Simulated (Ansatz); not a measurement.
# Settings and their price: SiC(110)/SiO2(011) interface (118 atoms)

The cell holds 118 atoms: 50 Si, 32 C and 36 O. Cell: a = 7.309 Å, b = 14.087 Å, c = 23.903 Å, α = 90.0°, β = 90.0°, γ = 99.6°. It derives from SiC and SiO2. Zinc-blende SiC(110), 4 repeat layers, 8 surface cells, strained -3.21 and -2.58 %; P3_221 (COD entry) SiO2(011), 2 layers, 3 cells, -0.00 and -0.00 %; outer planes 1.24 Å apart, 12 Å of vacuum above; not relaxed, displaced by a Gaussian of 0.02 Å. Regions: SiC, 64 atoms (32 Si and 32 C); SiO2, 54 atoms (18 Si and 36 O). Vacuum lies along c.

Geometry: as built.

Reference run: Kohn-Sham DFT, PBE, PAW (set soft_2), plane waves (Ansatz 0.2.0), cutoff 420 eV, k-mesh 2×1×1, gaussian smearing of 0.05 eV.

* r.m.s. force component: 1.286 eV/Å
* spacing of highest filled and lowest empty level: 0.0417 eV
* SCF cycles: 21
* time: 82 s on 4 threads of Intel Xeon Platinum 8375C at 2.90GHz (Ice Lake), shared host

Q: Estimate how much each variant changes the results, and its time and memory.
- support functions medium
- support functions low
- support functions medium, spacing 0.211 Å
- support functions medium, spacing 0.165 Å

Each row is set against the plane-wave reference (Kohn-Sham DFT, PBE, PAW (set soft_2), plane waves; r.m.s. force component 1.29 eV/Å). Energies are set beside the reference only for runs with its functional, potentials and electron count. Times are for 4 threads of Intel Xeon Platinum 8375C at 2.90GHz (Ice Lake), shared host. The reference's time includes the DOS and grids, which some other runs skip.

```
                                      run  Δ force, r.m.s. (meV/Å)  share of r.m.s. force (%)  Δ energy (meV/atom)  cycles     time  host memory (GiB)
                                reference                        -                          -                    -      21     82 s                6.0
                 support functions medium                    0.468                     0.0364                -3.29      40  7.9 min                6.2
                    support functions low                    0.493                     0.0384                -3.29      40  7.7 min                6.1
support functions medium, spacing 0.211 Å                    0.575                     0.0447                -3.44      43  4.4 min                4.4
support functions medium, spacing 0.165 Å                    0.521                     0.0405                -3.28      39  6.9 min                6.1
```

Among numerical settings the force difference runs from 0.47 meV/Å (support functions medium) to 0.57 meV/Å (support functions medium, spacing 0.211 Å). At 118 atoms the fastest of the runs at a preset level, support functions low, takes roughly 5.6 times the time of plane waves (whose run also made extra analyses, so the like-for-like ratio is larger), in 40 SCF cycles against 21. Differences between support functions and plane waves include what basis error the plane-wave run still has. The force difference hardly changes among these support-function runs, which points to the basis of the plane-wave reference as its main source. The slab bears a dipole and has periodic images along its normal, so a spurious field crosses the vacuum.

[Logs are printed without paths, hosts, clocks, repeated set-up lines and the standing remarks that a program may print on its own settings, such as how far it seeks lower states.]

[Hosts, paths, dates, database ids (printed as entryN), source tags and the programs' standing remarks are cut or masked in the printed files.]
